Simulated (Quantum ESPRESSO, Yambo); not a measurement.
**Si3N4 (Fd-3m): G0W0 in Yambo against the screening cutoff**

Wanted: the cheapest screening cutoff that holds the gap of Si3N4 (Fd-3m).

Calculated with Yambo 5.3.0; PBE and many-body steps on it, plane waves.

Report form: the programs' logs are mostly left out.

## 1. The starting structure

The structure is cubic, space group Fd-3m (No. 227). Conventional cell: a = 7.787 Å, b = 7.787 Å, c = 7.787 Å, α = 90.00°, β = 90.00°, γ = 90.00°. Si has 6 N at 1.89 Å nearest. Nearest to Si lie 4 N at 1.79 Å. Nearest to N lie 4 Si at 1.79 to 1.89 Å. Farther neighbours and most contacts between anions are not listed.

Structure file:

```cif
data_structure
_symmetry_space_group_name_H-M 'P 1'
_symmetry_Int_Tables_number 1
_cell_length_a 5.5065
_cell_length_b 5.5065
_cell_length_c 5.5065
_cell_angle_alpha 60.000
_cell_angle_beta 60.000
_cell_angle_gamma 60.000
_cell_volume 118.07
loop_
_atom_site_label
_atom_site_type_symbol
_atom_site_fract_x
_atom_site_fract_y
_atom_site_fract_z
_atom_site_occupancy
Si1 Si 0.12500 0.12500 0.62500 1
Si2 Si 0.12500 0.62500 0.12500 1
Si3 Si 0.62500 0.12500 0.12500 1
Si4 Si 0.12500 0.12500 0.12500 1
Si5 Si 0.75000 0.75000 0.75000 1
Si6 Si 0.50000 0.50000 0.50000 1
N7 N 0.36756 0.36756 0.36756 1
N8 N 0.35269 0.88244 0.88244 1
N9 N 0.88244 0.88244 0.35269 1
N10 N 0.88244 0.35269 0.88244 1
N11 N 0.36756 0.36756 0.89731 1
N12 N 0.36756 0.89731 0.36756 1
N13 N 0.88244 0.88244 0.88244 1
N14 N 0.89731 0.36756 0.36756 1
```

The cell and positions are those that the Materials Project relaxed with its own functionals (PBE, PBE+U or r2SCAN), kept fixed. This is not the form that Si3N4 usually takes at ambient conditions.

## 2. 1.5 Ha

This step: Yambo 5.3.0; G0W0 on PBE, plane waves, norm-conserving pseudopotentials.

Now the one-shot GW correction: screening in the RPA, then the self-energy of the levels asked for.

File gw7.in:

```
HF_and_locXC
gw0
dyson
ppa
em1d
rim_cut
RandQpts= 1000000
RandGvec= 1 RL
EXXRLvcs= 72 Ry
VXCRLvcs= 288 Ry
Chimod= "HARTREE"
% BndsRnXp
 1 | 121 |
%
NGsBlkXp= 3 Ry
% LongDrXp
 1 | 1 | 1 |
%
% GbndRnge
 1 | 121 |
%
DysSolver= "n"
ExtendOut
PPAPntXp= 27.21138 eV
% QPkrange
 6 | 6 | 31 | 34 |
 1 | 1 | 31 | 34 |
%
```

On the command line:

```
$ OMP_NUM_THREADS=2 mpirun -n 4 yambo -F gw7.in -J gw7 -C gw7 > gw7.log
```

The job ended after 2.6 min (4 MPI ranks of AMD EPYC 7R43, shared host; peak memory 3.4 GiB).

This step gave:

```
G0W0 gap on the points computed              : 4.218 eV
starting gap on the mesh                     : 3.398 eV
k of the valence top                         : 0, 0.25, -0.25
k of the conduction bottom                   : 0, 0, 0
least direct G0W0 gap on the computed points : 4.258 eV
Z at the valence top                         : 0.8220
Z at the conduction bottom                   : 0.8477
```

The gap on the mesh goes from 3.40 eV to 4.22 eV, a correction of +0.82 eV.

## 3. 2.5 Ha

gw8.in, as its differences from gw7.in of step 2:

```diff
@@ -14,3 +14,3 @@
 %
-NGsBlkXp= 3 Ry
+NGsBlkXp= 5 Ry
 % LongDrXp
```

On the command line:

```
$ OMP_NUM_THREADS=2 mpirun -n 4 yambo -F gw8.in -J gw8 -C gw8 > gw8.log
```

Run time: 3.2 min. Hardware: 4 MPI ranks; peak memory 3.4 GiB; 24 min of CPU time.

This step gave:

```yaml
g0w0_gap_on_the_points_computed: 4.278 eV
starting_gap_on_the_mesh: 3.398 eV
k_of_the_valence_top: 0, 0.25, -0.25
k_of_the_conduction_bottom: 0, 0, 0
least_direct_g0w0_gap_on_the_computed_points: 4.319 eV
z_at_the_valence_top: 0.8151
z_at_the_conduction_bottom: 0.8452
```

Against the run before, the gap moves by +0.060 eV.

## 4. 4.75 Ha

gw9.in, as its differences from gw8.in of step 3:

```diff
@@ -14,3 +14,3 @@
 %
-NGsBlkXp= 5 Ry
+NGsBlkXp= 9.5 Ry
 % LongDrXp
```

On the command line:

```
$ OMP_NUM_THREADS=2 mpirun -n 4 yambo -F gw9.in -J gw9 -C gw9 > gw9.log
```

It took 6.8 min on 4 MPI ranks; peak memory 3.4 GiB.

This step gave:

| Quantity | Value |
| --- | --- |
| G0W0 gap on the points computed | 4.356 eV |
| starting gap on the mesh | 3.398 eV |
| k of the valence top | 0, 0.25, -0.25 |
| k of the conduction bottom | 0, 0, 0 |
| least direct G0W0 gap on the computed points | 4.406 eV |

Against the run before, the gap moves by +0.078 eV.

## 5. 6 Ha

gw10.in, as its differences from gw9.in of step 4:

```diff
@@ -14,3 +14,3 @@
 %
-NGsBlkXp= 9.5 Ry
+NGsBlkXp= 12 Ry
 % LongDrXp
```

On the command line:

```
$ OMP_NUM_THREADS=2 mpirun -n 4 yambo -F gw10.in -J gw10 -C gw10 > gw10.log
```

Wall time 7.9 min (4 MPI ranks); peak memory 3.4 GiB; 58 min of CPU time.

Numbers from this step:

```yaml
g0w0_gap_on_the_points_computed: 4.357 eV
starting_gap_on_the_mesh: 3.398 eV
k_of_the_valence_top: 0, 0.25, -0.25
k_of_the_conduction_bottom: 0, 0, 0
least_direct_g0w0_gap_on_the_computed_points: 4.408 eV
```

Against the run before, the gap moves by +0.001 eV.

## 6. The runs together

Times are wall times on 4 MPI ranks of AMD EPYC 7R43, shared host, good to a factor of about two.

```tsv
run	mesh	bands	screening cutoff (eV)	DFT gap (eV)	gap on the mesh (eV)	direct (eV)	time
1.5 Ha	4×4×4	121	40.8	3.398	4.218	4.258	2.6 min
2.5 Ha	4×4×4	121	68	3.398	4.278	4.319	3.2 min
4.75 Ha	4×4×4	121	129.3	3.398	4.356	4.406	6.8 min
6 Ha	4×4×4	121	163.3	3.398	4.357	4.408	7.9 min
```

## 7. Summary of results

```yaml
1p5_ha: 4.218 eV
2p5_ha: 4.278 eV
4p75_ha: 4.356 eV
6_ha: 4.357 eV
known_limits: not at the basis limit
```

**Reading.** The setting moved: screening cutoff. From 1.5 Ha to 6 Ha the gap moves by +0.14 eV, for 3.1 times the time. It holds to 0.03 eV from 4.75 Ha on. Bands and screening cutoff are coupled, so a series along one setting does not show full convergence. Bands and cutoff are finite, so the gap is not at the basis limit. The miss can reach some tenths of an eV and take either sign; the mesh is an error of its own. In the G0W0 runs levels were corrected at 2 k points alone, so a gap called «on the mesh» is the least over those, and an edge elsewhere would be missed.

[Paths, hosts, dates, memory and timing lines, banners, echoed tables and standing remarks are left out of the program output.]

[Logs are printed without paths, hosts, clocks, repeated set-up lines and the standing remarks that a program may print on its own settings, such as how far it seeks lower states.]

[Runs of the session that timed out or met a known fault of the program may be left out.]

[Hosts, paths, dates, database ids (printed as entryN), source tags and the programs' standing remarks are cut or masked in the printed files.]
